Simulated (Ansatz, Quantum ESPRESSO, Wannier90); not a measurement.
# armchair graphene ribbon, 9 dimer lines: Wannier functions and conductance, part 6 of 6

Wanted: localised orbitals and the quantum conductance of this wire: armchair graphene ribbon, 9 dimer lines.

Quantum ESPRESSO 7.5 and Wannier90 3.1.0; plane-wave DFT, PBE, GBRV ultrasoft pseudopotentials; cross-check by Ansatz 0.2.0 with PAW datasets.

So far. Step 6 (Wannier functions and transport): At least 2 of the functions sit far from every atom, off the bonds: the outer window has let in states of the vacuum, so the basis is not the atomic one that was projected. Step 10 (Neighbour list from wannier90 -pp, with num_wann = 19): Each Wannier function needs a starting projection, or random ones must be asked for.

## 11. Cross-check with Ansatz

As a check, the same structure is run in Ansatz.

Level of this step: plane-wave DFT, PBE, Ansatz PAW (Ansatz 0.2.0).

Contents of input.yaml:

```yaml
crystal:
  lattice:
    - [19.7259839672, 0.0, 0.0]
    - [0.0, 9.0, 0.0]
    - [0.0, 0.0, 4.26]
  atoms:
    - { symbol: C, position: [-0.187025815, 0.0, 0.0] }
    - { symbol: C, position: [-0.062341938, 0.0, 0.0] }
    - { symbol: C, position: [0.062341938, 0.0, 0.0] }
    - { symbol: C, position: [0.187025815, 0.0, 0.0] }
    - { symbol: H, position: [-0.297221776, 0.0, 0.0387323944] }
    - { symbol: H, position: [0.297221776, 0.0, 0.0387323944] }
    - { symbol: C, position: [-0.249367753, 0.0, 0.1666666667] }
    - { symbol: C, position: [-0.124683876, 0.0, 0.1666666667] }
    - { symbol: C, position: [0.0, 0.0, 0.1666666667] }
    - { symbol: C, position: [0.124683876, 0.0, 0.1666666667] }
    - { symbol: C, position: [0.249367753, 0.0, 0.1666666667] }
    - { symbol: C, position: [-0.249367753, 0.0, 0.5] }
    - { symbol: C, position: [-0.124683876, 0.0, 0.5] }
    - { symbol: C, position: [0.0, 0.0, 0.5] }
    - { symbol: C, position: [0.124683876, 0.0, 0.5] }
    - { symbol: C, position: [0.249367753, 0.0, 0.5] }
    - { symbol: H, position: [-0.297221776, 0.0, 0.6279342723] }
    - { symbol: H, position: [0.297221776, 0.0, 0.6279342723] }
    - { symbol: C, position: [-0.187025815, 0.0, 0.6666666667] }
    - { symbol: C, position: [-0.062341938, 0.0, 0.6666666667] }
    - { symbol: C, position: [0.062341938, 0.0, 0.6666666667] }
    - { symbol: C, position: [0.187025815, 0.0, 0.6666666667] }
kpoints:
  mp_grid: { grid: [1, 1, 16] }
hamiltonian:
  xc: pbe
scf:
  occupations: { method: fermi_dirac, width: 0.05 }
  convergence: { dr2_threshold: 1.0e-08 }
output:
  transmission:
    leads: [[0, 0]]
    e_range: [-4.0, 2.0]
    de: 0.05
    kmesh: [1, 1]
    reduced_basis: true
```

On the command line:

```console
$ ansatz run input.yaml --threads 4 --pin off --max-ram 8192MiB --backend cpu --events-out ev --progress --plain --runs-dir out
```

Numbers of over 12 decimals in the logs are rounded to 6 here.

Log:

```text
Engine: ansatz 0.2.0, aarch64-unknown-linux-gnu
Pseudopotentials: kind: paw
Pseudopotential: C, paw, valence charge 4, recommended cutoff 420 eV (normal), C.paw.azcp
Pseudopotential: H, paw, valence charge 1, recommended cutoff 420 eV (normal), H.paw.azcp
Functional definition: PBE
  parameter kappa = 0.804
  parameter beta = 0.066725
  exchange = pbe_x(kappa = kappa, mu = beta*pi^2/3)
  correlation = pbe_c(beta = beta)
Crystal: 22 atoms, lattice volume = 756.294 Å³
Basis set: ecut = 420 eV, 14701 PW (Γ)
Bands: 60, of which v1, the nominal top of the filled ones, is band 38 counted from 1 (37 counted from 0)
Symmetry: 8 space group operations
Space group: Pmmm (ITA 47), of the structure as read, at distance tolerance 9.1e-5 Å
k-points: 9 of 16
Non-local potential: C, projectors of the file, l = 0: 2, l = 1: 2, l = 2: 1
Non-local potential: H, projectors of the file, l = 0: 2, l = 1: 1
PAW form: soft (Blöchl's): semilocal exchange-correlation on the pseudo side does not see the compensation charge
PAW one-centre angular grid: C, 110 points (default); XC on 64 Gauss nodes
PAW one-centre angular grid: H, 110 points (default); XC on 64 Gauss nodes
Initial density: superposition of atomic densities (neutral atoms: chi_scale 0, normalization atom), corrected by the library's trained network
Initial wavefunctions: pseudopotential atomic-orbital guess
Functional: x = pbe(κ = 0.804, μ = 0.219515), c = pbe(β = 0.066725)
SCF iter   1: F=—  HF=-4580.025329 eV  |F-HF|=—  |Δ(HF+E_count)|=         —  Δρ=2.12e-3  dr2=1.16e-1  ethr=1.77e-3  ⟨swp⟩=11.4  Hψ=3529  notcnv=0  defer=98
preconditioner: auto → Resta (q_TF=auto, 1.860 Å⁻¹)  ε∞=1.7  [insulator: Δε(μ)=0.680 eV  Ē_g=13.956 eV  σ=0.050 eV  W_gap=1.00  n_scr=80 (ndim 8)  ℏωp=11.8 eV  f_vac=0.697  D(μ)=0.01/eV (n_scr^D=0)  ε∞_Penn≈1.7  vacuum switching on, ρ_ref=1.4e-2 e/Å³]
SCF iter   2: F=—  HF=-4580.009575 eV  |F-HF|=—  |Δ(HF+E_count)|=   1.58e-2  Δρ=1.75e-3  dr2=4.94e-2  ethr=1.52e-4  ⟨swp⟩=2.3  Hψ=889  notcnv=0  defer=136
SCF iter   3: F=—  HF=-4580.002020 eV  |F-HF|=—  |Δ(HF+E_count)|=   7.56e-3  Δρ=8.11e-4  dr2=6.34e-3  ethr=6.50e-5  ⟨swp⟩=2.0  Hψ=678  notcnv=0  defer=136
SCF iter   4: F=—  HF=-4580.002540 eV  |F-HF|=—  |Δ(HF+E_count)|=   5.20e-4  Δρ=2.93e-4  dr2=7.54e-4  ethr=8.35e-6  ⟨swp⟩=2.1  Hψ=722  notcnv=0  defer=136
SCF iter   5: F=—  HF=-4580.003227 eV  |F-HF|=—  |Δ(HF+E_count)|=   6.87e-4  Δρ=8.53e-5  dr2=4.33e-5  ethr=9.93e-7  ⟨swp⟩=2.2  Hψ=739  notcnv=0  defer=136
SCF iter   6: F=—  HF=-4580.003310 eV  |F-HF|=—  |Δ(HF+E_count)|=   8.28e-5  Δρ=2.93e-5  dr2=4.93e-6  ethr=5.70e-8  ⟨swp⟩=2.1  Hψ=740  notcnv=0  defer=136
SCF iter   7: F=—  HF=-4580.003429 eV  |F-HF|=—  |Δ(HF+E_count)|=   1.19e-4  Δρ=6.48e-6  dr2=3.93e-7  ethr=6.49e-9  ⟨swp⟩=2.1  Hψ=860  notcnv=0  defer=136
SCF iter   8: F=—  HF=-4580.003429 eV  |F-HF|=—  |Δ(HF+E_count)|=   1.17e-7  Δρ=2.55e-6  dr2=3.12e-8  ethr=5.18e-10  ⟨swp⟩=2.0  Hψ=687  notcnv=0  defer=136
SCF iter   9: F=-4580.003429 eV  HF=-4580.003429 eV  |F-HF|=4.52e-9  |Δ(HF+E_count)|=   9.47e-8  Δρ=6.52e-7  dr2=2.37e-9  ethr=1.32e-11  ⟨swp⟩=24.2  Hψ=3733  notcnv=0
SCF 1 converged in 9 iterations: F = -4580.003429 eV  dr2 = 2.37e-9
  greatest PAW one-centre occupation: 0.674 electrons in one spin orbital (limit 2), on the C atom at site 14 (counted from 0), in its partial waves of l = 0
transmission: 6 of 36 steps passed
transmission: 12 of 36 steps passed
[...]
transmission: 36 of 36 steps passed
SCF converged after 9 iterations
Free energy (F): -4580.003429 eV
Harris-Foulkes:  -4580.003429 eV  (|F-HF|=4.52e-9)
Internal energy: -4580.003307 eV  (E = F + TS)
E sigma→0 (E₀):  -4580.003368 eV
Entropy (-TS):   -0.000122 eV (-0.006 meV/atom)
Fermi energy:    -1.523948 eV
--- Per-component energies (eV) ---
  E_band       = -795.130317
  E_kinetic    = 1688.309222
  E_local      = -18343.692441  (includes V_loc(G=0)·N_el)
  E_nonlocal   = 498.661938
  E_hartree    = 8300.310104
  E_xc         = -898.508626
  E_vxc        = -1113.854742  (∫ρ·V_xc dr)
  E_paw        = -1790.393990  (= ΣΔE_a)
  E_vpaw       = -125.172499  (= ΣTr[D̂ρ^β])
  E_aug_tail   = -0.005377  (compensation charges beyond the density's cutoff)
  E_ewald      = 5965.315864
  E_smearing   = -0.000122  (= −TS)
  E_closure    = 0.000000  (closes the sum)
  Σ components = -4580.003429   (vs F -4580.003429, Δ=0.00e0)
--- Band table (eV; the first three rows and the last of 9) ---
  k-point 0: bands = [... 34 lower, -3.6427, -2.9515, -2.6383, -1.8576, -1.1903, -0.4045, -0.2541, 0.1108, ... 18 higher]
  k-point 1: bands = [... 34 lower, -3.7951, -3.1266, -2.6814, -2.1799, -0.8742, -0.3874, -0.0620, 0.2950, ... 18 higher]
  k-point 2: bands = [... 34 lower, -4.1813, -3.5474, -2.8081, -2.7002, -0.3707, -0.3325, 0.4081, 0.7757, ... 18 higher]
  k-point 8: bands = [... 34 lower, -5.6075, -4.5497, -4.5064, -3.9025, 0.1478, 0.9527, 1.0165, 2.6131, ... 18 higher]
--- Transmission ---
  basis      : 1555 plane waves across, 6 finite elements along
  points     : 1, standing for a mesh of 1 x 1
  energies   : 121 from -4.000000 to 2.000000 eV about the Fermi level, 0.050000 eV apart; the leads are filled to 0.000000 eV, and channels, transmission and decay are at 0.000000 eV
  crystal 0  : C18H4, at the sites [0, 0], period 4.2600 Å: whole cells are its period
    offset         : up to 0.0000 Å between an atom of the period and one for which it stands
    channels       : 0.000000e0 a spin
    conductance    : none, the energies end too early or step too widely for 300 K: set another output.transmission.e_range or a lower de, or, where they end at an eighth of basis.ecutwfc, a higher one
    slowest decay  : 0.0547 /Å at (0.0000, 0.0000)
```

Run time: 13 min. Hardware: 4 threads of Arm Neoverse V2, shared host; peak memory 1.9 GiB; 22 min of CPU time.

Read from the output:

```
free energy                                : -4580.0034 eV
energy at zero smearing                    : -4580.0034 eV
Fermi energy                               : -1.524 eV
symmetry operations                        : 8
lead channels at the Fermi level, one spin : 0
```

Per spin. The open channels by energy, zero at the Fermi level:

| energy (eV) | open channels |
| --- | --- |
| -4.0000 | 6 |
| -3.7500 | 4 |
| -3.5000 | 6 |
| -3.2500 | 4 |
| -3.0000 | 3 |
| -2.7500 | 5 |
| -2.5000 | 5 |
| -2.2500 | 4 |
| -2.0000 | 3 |
| -1.7500 | 3 |
| -1.5000 | 3 |
| -1.2500 | 2 |
| -1.0000 | 1 |
| -0.7500 | 1 |
| -0.5000 | 1 |
| -0.2500 | 0 |
| 0.0000 | 0 |
| 0.2500 | 0 |
| 0.5000 | 1 |
| 0.7500 | 1 |
| 1.0000 | 1 |
| 1.2500 | 2 |
| 1.5000 | 3 |
| 1.7500 | 5 |
| 2.0000 | 5 |

## 12. Summary of results

```yaml
open_channels_at_the_fermi_level_per_spin: 0
gap_in_the_conductance_to_one_step_of_the_energy_grid: 0.66 eV
total_spread: 41.6 Å²
gauge_invariant_spread: 37.5 Å²
largest_band_misfit_in_the_frozen_window: 0.00176 eV
channels_at_the_fermi_level_by_ansatz: 0
```

The wire has no channel at the Fermi level: its conductance has a gap of 0.66 eV. Between -2 and 0.8 eV the channel count from Wannier functions equals that from Ansatz's layer matching at 100 % of the energies; outside the frozen window the Wannier bands are not held to the plane-wave ones. Each plane-wave level in the frozen window has a Wannier level within 0.01 eV; this test doesn't see extra bands that a model may add. At least one function lies in the vacuum, so the spreads don't describe atomic orbitals, though the frozen bands are still reproduced. The wire is perfect, so the conductance only counts bands: each channel, with its partner of the other spin, carries G₀ = 2e²/h. It was run without spin polarisation, which was not tested. It is as built, with forces up to 2.1 eV/Å; relaxing the bonds would move the band edges.

[Logs are printed without paths, hosts, clocks, repeated set-up lines and the standing remarks that a program may print on its own settings, such as how far it seeks lower states.]

[Hosts, paths, dates, database ids (printed as entryN), source tags and the programs' standing remarks are cut or masked in the printed files.]

[Maps of the electrostatic potential energy from Ansatz leave out the sawtooth potential of an applied field or a dipole correction, so their vacuum need not be flat; planar profiles and work functions include it.]
